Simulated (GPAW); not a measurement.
Two runs for the Cu K edge of atom 2 in CuPd (Skaergaardite, Pm-3m). Run A: GPAW, LDA, excited-electron core hole (neutral cell), 18-atom cell with 6.7 Å between holes, 5×5×5 k points, dipole transitions, Gaussian full width 1.55 eV up to 4 eV, rising linearly to 3.5 eV at 25 eV. Run B differs in one choice.

Energy from the lowest empty level; intensity scaled to a mean of 1 over the first 20 eV:

| E (eV) | A | B |
| --- | --- | --- |
| -2.0 | 0.00 | 0.00 |
| -1.4 | 0.00 | 0.02 |
| -0.8 | 0.03 | 0.09 |
| -0.2 | 0.12 | 0.27 |
| 0.4 | 0.27 | 0.42 |
| 1.0 | 0.44 | 0.51 |
| 1.6 | 0.55 | 0.53 |
| 2.2 | 0.59 | 0.46 |
| 2.8 | 0.60 | 0.42 |
| 3.4 | 0.58 | 0.44 |
| 4.0 | 0.55 | 0.43 |
| 4.6 | 0.51 | 0.49 |
| 5.2 | 0.47 | 0.66 |
| 5.8 | 0.46 | 0.81 |
| 6.4 | 0.57 | 0.96 |
| 7.0 | 0.77 | 1.16 |
| 7.6 | 0.96 | 1.32 |
| 8.2 | 1.14 | 1.42 |
| 8.8 | 1.35 | 1.49 |
| 9.4 | 1.51 | 1.54 |
| 10.0 | 1.56 | 1.54 |
| 10.6 | 1.55 | 1.49 |
| 11.2 | 1.53 | 1.41 |
| 11.8 | 1.49 | 1.35 |
| 12.4 | 1.42 | 1.25 |
| 13.0 | 1.36 | 1.10 |
| 13.6 | 1.32 | 0.98 |
| 14.2 | 1.27 | 0.98 |
| 14.8 | 1.20 | 1.09 |
| 15.4 | 1.14 | 1.20 |
| 16.0 | 1.12 | 1.24 |
| 16.6 | 1.15 | 1.20 |
| 17.2 | 1.17 | 1.12 |
| 17.8 | 1.17 | 1.05 |
| 18.4 | 1.13 | 1.02 |
| 19.0 | 1.07 | 1.00 |
| 19.6 | 1.00 | 0.97 |
| 20.2 | 0.93 | 0.91 |
| 20.8 | 0.87 | 0.85 |
| 21.4 | 0.83 | 0.80 |
| 22.0 | 0.80 | 0.78 |
| 22.6 | 0.79 | 0.78 |
| 23.2 | 0.79 | 0.80 |
| 23.8 | 0.80 | 0.82 |
| 24.4 | 0.80 | 0.82 |
| 25.0 | 0.81 | 0.80 |
| 25.6 | 0.82 | 0.79 |
| 26.2 | 0.84 | 0.78 |
| 26.8 | 0.86 | 0.80 |
| 27.4 | 0.87 | 0.84 |
| 28.0 | 0.87 | 0.92 |
| 28.6 | 0.88 | 1.01 |
| 29.2 | 0.90 | 1.10 |
| 29.8 | 0.94 | 1.14 |
| 30.4 | 1.00 | 1.14 |
| 31.0 | 1.06 | 1.10 |
| 31.6 | 1.11 | 1.07 |

The database entry behind the starting cell differs from later determinations by our own check (about 0.35 % long), so it need not match the best structure at ambient conditions.

Q: What was changed?
a) the plane-wave cutoff
b) the broadening
c) the volume of the cell
d) the size of the supercell

(d): run B changes the supercell atoms from 18 to 2, and the k mesh follows the cell. The scaled spectrum changes by 16 % r.m.s. A shift of -1.2 eV leaves 8 %. The highest intensity below 24 eV goes from 10.2 eV (1.56) to 9.8 eV (1.55). Other settings could leave a like mark; this is the one that was changed.

[Hosts, paths, dates, database ids (printed as entryN), source tags and the programs' standing remarks are cut or masked in the printed files.]

[Lists of maxima count a maximum above −3 eV only where it reaches 4 % of the highest in the window and stands out from its surroundings by 2 % of it (1.5 % where it reaches 55 %); shoulders and weaker maxima are passed over, and of the rest the first, up to two pre-edge ones and the few strongest are named.]
